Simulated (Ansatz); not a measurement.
# The perfect Ta wire of staggered 4-rings, part 2 of 4

What gap, if any, does the Ta wire of staggered 4-rings have, and how does it change with the functional and under strain?

Ansatz 0.2.0; DFT PBE, plane waves, PAW; relaxation of a wire's period (the session's first sound run).

So far. Step 2 (Relaxation of atoms and period): The cell's length comes to 4.892 Å with no moment.

## (3) The wire at its relaxed period

This step: DFT PBE, plane waves, PAW; channels and complex bands of a perfect wire (Ansatz 0.2.0).

At the relaxed period the Bloch states of the perfect wire are found at each energy: those that move forward count the open channels, and those that decay describe how a disturbance dies away inside the wire itself. An energy step of 0.035 eV is under the 0.039 eV that the program asks for its thermal average at 300 K.

File input.yaml:

```yaml
crystal:
  lattice:
    - [10.785, 0.0, 0.0]
    - [0.0, 10.785, 0.0]
    - [0.0, 0.0, 4.8920605514]
  atoms:
    - { symbol: Ta, position: [0.327396983, 0.499992115, 0.0] }
    - { symbol: Ta, position: [0.499992115, 0.672587247, 0.0] }
    - { symbol: Ta, position: [0.499992115, 0.327396983, 0.0] }
    - { symbol: Ta, position: [0.672587247, 0.499992115, 0.0] }
    - { symbol: Ta, position: [0.37783824, 0.62214599, 0.5] }
    - { symbol: Ta, position: [0.37783824, 0.37783824, 0.5] }
    - { symbol: Ta, position: [0.62214599, 0.62214599, 0.5] }
    - { symbol: Ta, position: [0.62214599, 0.37783824, 0.5] }
kpoints:
  mp_grid: { grid: [1, 1, 17] }
  band_path: { path: ["Γ", Z], npoints: 50 }
scf:
  occupations: { method: fermi_dirac, width: 0.05 }
hamiltonian:
  xc: pbe
output:
  transmission:
    e_range: [-2, 2]
    de: 0.035
    kmesh: [1, 1]
    reduced_basis: true
    leads: [[0, 0]]
  dos: { e_range: [-5, 4] }
  write_potential: true
  write_density: true
  volumetric_format: npy
  elf: true
```

The run is started by

```sh
$ ansatz run input.yaml --threads 8 --pin off --max-ram 16384MiB --backend cpu --events-out ev --progress --plain --runs-dir out
```

Numbers of over 12 decimals in the logs are rounded to 6 here.

Output:

```text
[...]
Crystal: 8 atoms, lattice volume = 569.026 Å³
Basis set: ecut = 420 eV, 11145 PW (Γ)
Bands: 63, of which v1, the nominal top of the filled ones, is band 52 counted from 1 (51 counted from 0)
Symmetry: 16 space group operations
[...]
k-points: 9 of 17
[...]
SCF iter   1: F=—  HF=-79440.881611 eV  |F-HF|=—  |Δ(HF+E_count)|=         —  Δρ=5.95e-3  dr2=2.33e-1  ethr=1.77e-3  ⟨swp⟩=8.7  Hψ=2374  notcnv=0
[...]
SCF iter   8: F=-79440.860489 eV  HF=-79440.860489 eV  |F-HF|=3.52e-9  |Δ(HF+E_count)|=   3.52e-8  Δρ=1.29e-6  dr2=1.22e-8  ethr=9.62e-11  ⟨swp⟩=8.3  Hψ=1643  notcnv=0
SCF 1 converged in 8 iterations: F = -79440.860489 eV  dr2 = 1.22e-8
[...]
NSCF: frozen V_eff on 51 k-points
transmission: 7 of 42 steps passed
transmission: 14 of 42 steps passed
[...]
transmission: 42 of 42 steps passed
WARN: The output density's exchange-correlation potential varies sharply where the density is thin. Do not read a vacuum level from v_tot or v_xc, or from such a field of the output density. On a cell that repeats whose density bears no net charge and no dipole along the vacuum's axis use v_es (v_loc + v_h of the components); under efield.dipole_correction with no amplitude use v_es + v_field, which holds any externa [...]
SCF converged after 8 iterations
Free energy (F): -79440.860489 eV
[...]
Internal energy: -79440.769526 eV  (E = F + TS)
E sigma→0 (E₀):  -79440.815008 eV
Entropy (-TS):   -0.090963 eV (-11.370 meV/atom)
Fermi energy:    2.108819 eV
[...]
--- Band table (eV; the first three rows and the last of 9) ---
  k-point 0: bands = [... 48 lower, 1.4888, 1.5389, 1.5389, 2.0623, 2.1183, 2.1183, 2.5139, 2.5820, ... 7 higher]
  k-point 1: bands = [... 48 lower, 1.4428, 1.6475, 1.7151, 2.0089, 2.2326, 2.2326, 2.5436, 2.5653, ... 7 higher]
  k-point 2: bands = [... 48 lower, 1.3341, 1.8643, 1.9714, 2.0444, 2.4705, 2.4705, 2.5166, 2.5166, ... 7 higher]
  k-point 8: bands = [... 48 lower, 1.1633, 1.2850, 1.8642, 1.8642, 1.9293, 1.9293, 3.1232, 3.1867, ... 7 higher]
--- Transmission ---
  basis      : 1009 plane waves across, 7 finite elements along
  points     : 1, standing for a mesh of 1 x 1
  filling    : by the input's occupations and mesh, since the crystals that have channels conduct as metals do. If one of these is a semiconductor, that mesh has misplaced its level
  energies   : 115 from -2.000000 to 1.990000 eV about the Fermi level, 0.035000 eV apart; the leads are filled to 0.000000 eV, and channels, transmission and decay are at -0.005000 eV
  crystal 0  : Ta8, at the sites [0, 0], period 4.8921 Å: whole cells are its period
    offset         : up to 0.0000 Å between an atom of the period and one for which it stands
    filled         : 3.5 meV under the level at which it is neutral
    channels       : 6.000000e0 a spin
    conductance    : 4.6367e14 S/m² at 300 K; may be off by some 0.0 % by where its bands' edges are placed, 0.7 % from the distance to neutral
```

It took 3.4 min on 8 threads of Intel Xeon Platinum 8488C (Sapphire Rapids), shared host; peak memory 3.9 GiB.

In the SCF lines HF is the Harris–Foulkes energy and dr2 the Hartree energy of the density residual, in eV; the loop may stop once dr2 is under the threshold and the program's other checks hold. Hψ counts applications of the Hamiltonian.

This step gave:

```yaml
energy_at_zero_smearing: -79440.8150 eV
channels_at_the_energy_nearest_the_fermi_level_one_spin: 6
conductance_of_the_lead_as_this_run_defines_it: 6.961 G₀
band_gap: 0 eV
```

Open channels of the lead, one spin against energy, zero at the Fermi level:

energy (eV), open channels of the lead, one spin and a bar:
```
   -2.000       4.00 #############
   -1.895       4.00 #############
   -1.790       4.00 #############
   -1.685       4.00 #############
   -1.615       6.00 ####################
   -1.510       2.00 #######
   -1.405       0.00 
   -1.300       4.00 #############
   -1.195       7.00 #######################
   -1.090       7.00 #######################
   -0.985       9.00 ##############################
   -0.915       9.00 ##############################
   -0.810       7.00 #######################
   -0.705       6.00 ####################
   -0.600       5.00 #################
   -0.495       3.00 ##########
   -0.390       3.00 ##########
   -0.285       3.00 ##########
   -0.215       5.00 #################
   -0.110       7.00 #######################
   -0.005       6.00 ####################
    0.100       8.00 ###########################
    0.205       8.00 ###########################
    0.310       8.00 ###########################
    0.415       9.00 ##############################
    0.485       7.00 #######################
    0.590       3.00 ##########
    0.695       9.00 ##############################
    0.800       9.00 ##############################
    0.905       9.00 ##############################
    1.010       9.00 ##############################
    1.115       7.00 #######################
    1.185       9.00 ##############################
    1.290       7.00 #######################
    1.395       7.00 #######################
    1.500       7.00 #######################
    1.605       3.00 ##########
    1.710       4.00 #############
    1.815       4.00 #############
    1.885       5.00 #################
```

The slowest values at each energy, most degenerate partners merged, listed up to 1.5 1/Å. Table of Im kz of the slowest decaying states by energy, zero at the Fermi level:

```
energy (eV)  decay 1 (Å⁻¹)  decay 2 (Å⁻¹)  decay 3 (Å⁻¹)  decay 4 (Å⁻¹)
    -2.0000          0.262          0.290          0.399          0.502
    -1.7550          0.213          0.247          0.316          0.492
    -1.5100         0.0347          0.217          0.321          0.436
    -1.2650          0.111          0.113          0.124          0.166
    -0.9850          0.300          0.413          0.498          0.504
    -0.7400         0.0175         0.0321         0.0498          0.252
    -0.4950         0.0563          0.109          0.185          0.277
    -0.2500         0.0807          0.151          0.275          0.347
    -0.0050         0.0246         0.0651          0.167          0.245
     0.2400          0.162          0.169          0.177          0.197
     0.4850         0.0656          0.112          0.160          0.209
     0.7650          0.134          0.246          0.273          0.412
     1.0100         0.0869          0.274          0.344          0.381
     1.2550         0.0614          0.167          0.169          0.320
     1.5000          0.129          0.181          0.239          0.254
     1.7450          0.166          0.169          0.223          0.223
```

Electronic bands along the path, in eV, zero at the Fermi level:

```
  point  band 49  band 50  band 51  band 52  band 53  band 54  band 55  band 56
      Γ    -0.62    -0.57    -0.57    -0.05     0.01     0.01     0.41     0.47
halfway    -0.84    -0.70     0.15     0.15     0.21     0.21     0.48     0.57
      Z    -0.89    -0.89    -0.22    -0.22    -0.21    -0.21     1.02     1.09
```

Electrostatic potential energy in the ca plane at fractional y = 0.378, with atoms of Ta within 0.2 Å of it. With pseudopotentials it is smooth inside the atoms' cores, unlike the true potential.

Values in eV, 24 rows by 14 columns, each cell a mean:
```
  6   6   6   6   6   6   6   6   6   6   6   6   6   6
  6   6   6   6   6   6   6   6   6   6   6   6   6   6
  6   6   6   6   6   6   6   6   6   6   6   6   6   6
  5   5   6   6   6   6   6   6   6   6   6   6   6   5
  5   5   5   5   5   5   5   5   5   5   5   5   5   5
  3   4   4   4   4   3   2   1   2   3   4   4   4   3
  1   2   3   3   1  -4  -9 -11  -8  -2   2   3   3   2
  0   1   2   1  -6 -22 -37 -41 -31 -14  -2   2   2   0
 -1   1   2  -1 -13 -40 -54 -54 -52 -26  -6   1   2   0
 -6  -3   0  -1 -11 -35 -51 -53 -47 -23  -5   0  -1  -5
-26 -18  -7  -1  -3 -15 -27 -31 -22  -9  -1  -3 -12 -23
-47 -33 -15  -2   1  -1  -5  -6  -4   0   0  -7 -23 -41
-39 -28 -12  -2   0  -5 -12 -14  -9  -2   0  -5 -19 -34
-16 -11  -3  -1  -7 -24 -41 -45 -35 -16  -3  -1  -6 -14
 -2  -1   1  -1 -13 -40 -54 -54 -52 -26  -6   1   1  -1
  0   1   2   0 -11 -33 -51 -54 -46 -22  -5   1   2   0
  0   1   2   2  -3 -13 -23 -25 -19  -7   0   2   2   1
  2   3   4   4   2   0  -3  -3  -2   1   3   4   3   2
  4   4   5   5   5   4   4   3   4   4   5   5   4   4
  5   5   5   6   6   5   5   5   5   6   6   5   5   5
  6   6   6   6   6   6   6   6   6   6   6   6   6   6
  6   6   6   6   6   6   6   6   6   6   6   6   6   6
  6   6   6   6   6   6   6   6   6   6   6   6   6   6
  6   6   6   6   6   6   6   6   6   6   6   6   6   6
```
Columns run along c (4.9 Å; values clipped at the 3rd and 97th percentile), rows up along a (10.8 Å). Atoms in or near the plane, at fractional coordinates: Ta at (0.50, 0.38), Ta at (0.50, 0.62).

ELF in the ca plane at fractional y = 0.378, with atoms of Ta within 0.2 Å of it. It is the smooth field of the valence electrons, not physical close to the nuclei.

Values, 24 rows by 14 columns, each cell a mean:
```
0.01 0.01 0.01 0.00 0.00 0.00 0.00 0.00 0.00 0.00 0.00 0.00 0.01 0.01
0.03 0.03 0.03 0.03 0.03 0.03 0.03 0.03 0.03 0.03 0.03 0.03 0.03 0.03
0.07 0.08 0.08 0.09 0.10 0.11 0.10 0.10 0.11 0.11 0.10 0.09 0.08 0.08
0.16 0.16 0.18 0.20 0.21 0.20 0.19 0.19 0.20 0.21 0.21 0.19 0.17 0.16
0.25 0.26 0.30 0.33 0.32 0.28 0.26 0.25 0.27 0.30 0.33 0.32 0.28 0.25
0.26 0.29 0.36 0.40 0.34 0.26 0.23 0.23 0.24 0.29 0.38 0.39 0.33 0.28
0.23 0.28 0.37 0.38 0.25 0.22 0.34 0.38 0.29 0.21 0.32 0.40 0.33 0.25
0.24 0.31 0.42 0.36 0.23 0.50 0.70 0.72 0.65 0.34 0.26 0.41 0.38 0.27
0.36 0.46 0.55 0.40 0.34 0.68 0.44 0.25 0.62 0.56 0.29 0.49 0.53 0.40
0.35 0.40 0.50 0.42 0.31 0.63 0.54 0.43 0.64 0.49 0.31 0.49 0.46 0.37
0.54 0.42 0.31 0.37 0.32 0.37 0.53 0.57 0.47 0.31 0.36 0.34 0.34 0.49
0.67 0.58 0.32 0.31 0.50 0.46 0.40 0.39 0.42 0.50 0.44 0.26 0.43 0.65
0.65 0.53 0.30 0.33 0.43 0.36 0.38 0.40 0.36 0.39 0.41 0.28 0.39 0.61
0.41 0.36 0.38 0.40 0.28 0.49 0.63 0.63 0.61 0.36 0.33 0.41 0.36 0.39
0.37 0.46 0.55 0.42 0.35 0.68 0.42 0.22 0.60 0.56 0.31 0.51 0.53 0.41
0.31 0.40 0.49 0.37 0.30 0.65 0.60 0.51 0.68 0.49 0.27 0.46 0.47 0.34
0.22 0.28 0.39 0.36 0.22 0.34 0.58 0.63 0.49 0.24 0.27 0.40 0.34 0.24
0.25 0.28 0.36 0.40 0.30 0.22 0.23 0.25 0.22 0.24 0.35 0.40 0.33 0.26
0.27 0.29 0.34 0.38 0.35 0.28 0.25 0.25 0.26 0.31 0.37 0.36 0.31 0.27
0.21 0.22 0.25 0.28 0.28 0.26 0.24 0.24 0.25 0.27 0.28 0.27 0.24 0.22
0.12 0.12 0.13 0.15 0.16 0.16 0.15 0.15 0.16 0.16 0.16 0.14 0.13 0.12
0.05 0.05 0.05 0.06 0.07 0.07 0.07 0.07 0.07 0.07 0.06 0.06 0.05 0.05
0.01 0.01 0.01 0.01 0.01 0.02 0.02 0.02 0.02 0.02 0.01 0.01 0.01 0.01
0.00 0.00 0.00 0.00 0.00 0.00 0.00 0.00 0.00 0.00 0.00 0.00 0.00 0.00
```
Columns run along c (4.9 Å), rows up along a (10.8 Å). Atoms in or near the plane, at fractional coordinates: Ta at (0.50, 0.38), Ta at (0.50, 0.62).

Valence density in the ca plane at fractional y = 0.378, with atoms of Ta within 0.2 Å of it. It is the smooth field of the valence electrons, not physical close to the nuclei.

Values in e/Å³, 24 rows by 14 columns, each cell a mean:
```
0.0 0.0 0.0 0.0 0.0 0.0 0.0 0.0 0.0 0.0 0.0 0.0 0.0 0.0
0.0 0.0 0.0 0.0 0.0 0.0 0.0 0.0 0.0 0.0 0.0 0.0 0.0 0.0
0.0 0.0 0.0 0.0 0.0 0.0 0.0 0.0 0.0 0.0 0.0 0.0 0.0 0.0
0.0 0.0 0.0 0.0 0.0 0.0 0.0 0.0 0.0 0.0 0.0 0.0 0.0 0.0
0.0 0.0 0.0 0.0 0.0 0.0 0.0 0.0 0.0 0.0 0.0 0.0 0.0 0.0
0.1 0.1 0.1 0.1 0.1 0.1 0.1 0.1 0.1 0.1 0.1 0.1 0.1 0.1
0.1 0.1 0.1 0.1 0.2 0.3 0.5 0.6 0.4 0.2 0.1 0.1 0.1 0.1
0.2 0.2 0.2 0.2 0.4 1.3 2.7 3.1 2.2 0.7 0.3 0.2 0.2 0.2
0.3 0.3 0.3 0.3 0.8 3.0 4.3 4.1 4.1 1.7 0.5 0.3 0.3 0.3
0.5 0.5 0.4 0.4 0.7 2.5 4.0 4.1 3.7 1.5 0.5 0.4 0.4 0.5
1.8 1.2 0.5 0.4 0.4 0.9 1.9 2.2 1.5 0.6 0.4 0.4 0.8 1.5
3.3 2.2 0.9 0.4 0.3 0.4 0.5 0.6 0.5 0.4 0.3 0.5 1.4 2.9
2.8 1.9 0.7 0.4 0.4 0.5 0.8 0.9 0.7 0.4 0.3 0.4 1.1 2.4
1.0 0.7 0.4 0.4 0.5 1.6 3.1 3.4 2.5 0.9 0.4 0.4 0.5 0.9
0.4 0.4 0.3 0.4 0.8 3.0 4.2 4.0 4.1 1.8 0.5 0.3 0.3 0.4
0.3 0.3 0.3 0.3 0.6 2.4 4.0 4.2 3.6 1.4 0.4 0.3 0.3 0.3
0.2 0.2 0.2 0.2 0.2 0.6 1.4 1.7 1.1 0.4 0.2 0.2 0.2 0.2
0.1 0.1 0.1 0.1 0.1 0.1 0.2 0.2 0.2 0.1 0.1 0.1 0.1 0.1
0.1 0.1 0.0 0.0 0.0 0.1 0.1 0.1 0.1 0.1 0.0 0.0 0.1 0.1
0.0 0.0 0.0 0.0 0.0 0.0 0.0 0.0 0.0 0.0 0.0 0.0 0.0 0.0
0.0 0.0 0.0 0.0 0.0 0.0 0.0 0.0 0.0 0.0 0.0 0.0 0.0 0.0
0.0 0.0 0.0 0.0 0.0 0.0 0.0 0.0 0.0 0.0 0.0 0.0 0.0 0.0
0.0 0.0 0.0 0.0 0.0 0.0 0.0 0.0 0.0 0.0 0.0 0.0 0.0 0.0
0.0 0.0 0.0 0.0 0.0 0.0 0.0 0.0 0.0 0.0 0.0 0.0 0.0 0.0
```
Columns run along c (4.9 Å), rows up along a (10.8 Å). Atoms in or near the plane, at fractional coordinates: Ta at (0.50, 0.38), Ta at (0.50, 0.62).

By hand: the program gives 4.6367 × 10^14 S/m² over the cell's cross-section of 116.32 Å² = 1.163 × 10^-18 m², so one cell conducts 5.393 × 10^-4 S. Divided by G0 = 2e²/h = 7.748 × 10^-5 S this is 6.96 G0, a resistance of 1.85 kΩ.

At the computed energy nearest the Fermi level there are 6 channels a spin, and the thermal average gives 6.96 G₀.

## (4) Another level of theory, level LDA, cutoff 420 eV

This step: DFT LDA, plane waves, PAW; bands of a perfect wire at the PBE geometry (Ansatz 0.2.0).

The atoms stay at the PBE geometry and the functional changes. At fixed atoms LDA and the gradient-corrected functionals usually give like bands; this run checks that. Against the first PBE run of this kind, the mesh along the wire has 13 points against 17.

input.yaml, the sections that differ from step 3:

```yaml
kpoints:
  mp_grid: { grid: [1, 1, 13] }
  band_path: { path: ["Γ", Z], npoints: 50 }
hamiltonian:
  xc: lda
# crystal, scf: as in step 3
# output: removed
```

Output:

```text
[...]
Crystal: 8 atoms, lattice volume = 569.026 Å³
Basis set: ecut = 420 eV, 11145 PW (Γ)
Bands: 63, of which v1, the nominal top of the filled ones, is band 52 counted from 1 (51 counted from 0)
Symmetry: 16 space group operations
[...]
k-points: 7 of 13
[...]
SCF iter   1: F=—  HF=-77441.948782 eV  |F-HF|=—  |Δ(HF+E_count)|=         —  Δρ=6.76e-3  dr2=4.04e-1  ethr=1.77e-3  ⟨swp⟩=9.1  Hψ=1969  notcnv=0
[...]
SCF iter   8: F=-77441.871543 eV  HF=-77441.871543 eV  |F-HF|=6.13e-9  |Δ(HF+E_count)|=   6.34e-8  Δρ=1.23e-6  dr2=1.31e-8  ethr=9.62e-11  ⟨swp⟩=11.1  Hψ=1219  notcnv=0
the search or the solves at the SCF's close seem to have found levels that the self-consistency loop had missed (the run counts 1). By its estimate they hold under 1e-12 electrons; where the run keeps them, the occupations were computed again with them
SCF 1 converged in 8 iterations: F = -77441.871543 eV  dr2 = 1.31e-8
[...]
SCF converged after 8 iterations
Free energy (F): -77441.871543 eV
[...]
Internal energy: -77441.785466 eV  (E = F + TS)
E sigma→0 (E₀):  -77441.828504 eV
Entropy (-TS):   -0.086076 eV (-10.760 meV/atom)
Fermi energy:    1.839547 eV
[...]
--- Band table (eV; the first three rows and the last of 7) ---
  k-point 0: bands = [... 48 lower, 1.2343, 1.2469, 1.2469, 1.7838, 1.8377, 1.8377, 2.1990, 2.3048, ... 7 higher]
  k-point 1: bands = [... 48 lower, 1.1009, 1.4933, 1.5640, 1.6911, 2.0137, 2.0137, 2.2501, 2.2746, ... 7 higher]
  k-point 2: bands = [... 48 lower, 1.0269, 1.4583, 1.9138, 1.9961, 2.1899, 2.1899, 2.3454, 2.3454, ... 7 higher]
  k-point 6: bands = [... 48 lower, 0.8597, 1.0190, 1.5799, 1.5799, 1.6612, 1.6612, 2.8931, 2.9591, ... 7 higher]
```

Wall time 7.6 s (8 threads); peak memory 2 GiB; 57 s of CPU time.

Numbers from this step:

```yaml
energy_at_zero_smearing: -77441.8285 eV
```

The electronic bands at the labelled points (eV, zero at the Fermi level):

```
  point  band 49  band 50  band 51  band 52  band 53  band 54  band 55  band 56
      Γ    -0.61    -0.59    -0.59    -0.06     0.00     0.00     0.36     0.47
halfway    -0.87    -0.73     0.15     0.15     0.20     0.20     0.51     0.61
      Z    -0.91    -0.90    -0.23    -0.23    -0.23    -0.23     1.07     1.13
```

Bands cross the Fermi level, as under PBE at the relaxed period.

## (5) Levels at the same atoms, level PBEsol, cutoff 420 eV

This step: DFT PBEsol, plane waves, PAW; bands of a perfect wire at the PBE geometry (Ansatz 0.2.0).

The atoms stay at the PBE geometry and the functional changes. At fixed atoms LDA and the gradient-corrected functionals usually give like bands; this run checks that. Against the first PBE run of this kind, the mesh along the wire has 13 points against 17.

Edit input.yaml of step 4 so:

```diff
@@ -20,2 +20,2 @@
 hamiltonian:
-  xc: lda
+  xc: pbesol
```

Output:

```text
[...]
Crystal: 8 atoms, lattice volume = 569.026 Å³
Basis set: ecut = 420 eV, 11145 PW (Γ)
Bands: 63, of which v1, the nominal top of the filled ones, is band 52 counted from 1 (51 counted from 0)
Symmetry: 16 space group operations
[...]
k-points: 7 of 13
[...]
--- Band table (eV; the first three rows and the last of 7) ---
  k-point 0: bands = [... 48 lower, 1.3945, 1.4390, 1.4390, 1.9781, 2.0266, 2.0266, 2.4060, 2.4947, ... 7 higher]
  k-point 1: bands = [... 48 lower, 1.2905, 1.6584, 1.7217, 1.8862, 2.2058, 2.2058, 2.4570, 2.4651, ... 7 higher]
  k-point 2: bands = [... 48 lower, 1.2136, 1.6551, 2.0749, 2.1483, 2.3817, 2.3817, 2.5385, 2.5385, ... 7 higher]
  k-point 6: bands = [... 48 lower, 1.0557, 1.2122, 1.7664, 1.7664, 1.8515, 1.8515, 3.0364, 3.0960, ... 7 higher]
[key lines of the parts left out:]
SCF converged after 8 iterations
Free energy (F): -78433.393409 eV
Fermi energy:    2.024377 eV
```

Wall time 7.2 s (8 threads); peak memory 2 GiB; 55 s of CPU time.

Electronic bands along the path, in eV, zero at the Fermi level:

```
  point  band 49  band 50  band 51  band 52  band 53  band 54  band 55  band 56
      Γ    -0.63    -0.59    -0.59    -0.05     0.00     0.00     0.38     0.47
halfway    -0.85    -0.71     0.14     0.14     0.21     0.21     0.48     0.57
      Z    -0.90    -0.89    -0.23    -0.23    -0.22    -0.22     1.03     1.09
```

Bands cross the Fermi level, as under PBE at the relaxed period.

## (6) Another level of theory, level r2SCAN, cutoff 500 eV

This step: DFT r2SCAN, plane waves, PAW; bands of a perfect wire at the PBE geometry (Ansatz 0.2.0).

The atoms stay at the PBE geometry and the functional changes. r2SCAN also reads the kinetic-energy density; it often gives larger moments and wider gaps than PBE, at a higher cost. Against the first PBE run of this kind, the cutoff is 500 eV against 420 and the mesh along the wire has 13 points against 17.

Edit input.yaml of step 5 so:

```diff
@@ -20,2 +20,2 @@
 hamiltonian:
-  xc: pbesol
+  xc: r2scan
```

Output:

```text
[...]
Crystal: 8 atoms, lattice volume = 569.026 Å³
Basis set: ecut = 500 eV, 14481 PW (Γ), exchange–correlation on 320×320×144 points (64 copies of the dense FFT grid, shifted against one another)
Bands: 63, of which v1, the nominal top of the filled ones, is band 52 counted from 1 (51 counted from 0)
Symmetry: 16 space group operations
[...]
k-points: 7 of 13
[...]
--- Band table (eV; the first three rows and the last of 7) ---
  k-point 0: bands = [... 48 lower, 1.3875, 1.5427, 1.5427, 2.0154, 2.1165, 2.1165, 2.5192, 2.5192, ... 7 higher]
  k-point 1: bands = [... 48 lower, 1.3723, 1.6507, 1.7201, 1.9273, 2.3171, 2.3171, 2.5053, 2.5053, ... 7 higher]
  k-point 2: bands = [... 48 lower, 1.2468, 1.7012, 2.0669, 2.1477, 2.4349, 2.4349, 2.6332, 2.6332, ... 7 higher]
  k-point 6: bands = [... 48 lower, 1.0907, 1.2599, 1.8023, 1.8023, 1.8902, 1.8902, 3.0228, 3.0893, ... 7 higher]
[key lines of the parts left out:]
SCF converged after 8 iterations
Free energy (F): -79535.888092 eV
Fermi energy:    2.067237 eV
```

Wall time 12 s (8 threads); peak memory 3.1 GiB.

The electronic bands at the labelled points (eV, zero at the Fermi level):

```
  point  band 49  band 50  band 51  band 52  band 53  band 54  band 55  band 56
      Γ    -0.68    -0.52    -0.52    -0.05     0.05     0.05     0.45     0.45
halfway    -0.76    -0.71     0.14     0.14     0.22     0.22     0.43     0.53
      Z    -0.90    -0.90    -0.23    -0.23    -0.23    -0.23     0.97     1.03
```

Bands cross the Fermi level, as under PBE at the relaxed period.

(Part 2 of 4 ends here.)

[Logs are printed without paths, hosts, clocks, repeated set-up lines and the standing remarks that a program may print on its own settings, such as how far it seeks lower states.]

[Hosts, paths, dates, database ids (printed as entryN), source tags and the programs' standing remarks are cut or masked in the printed files.]
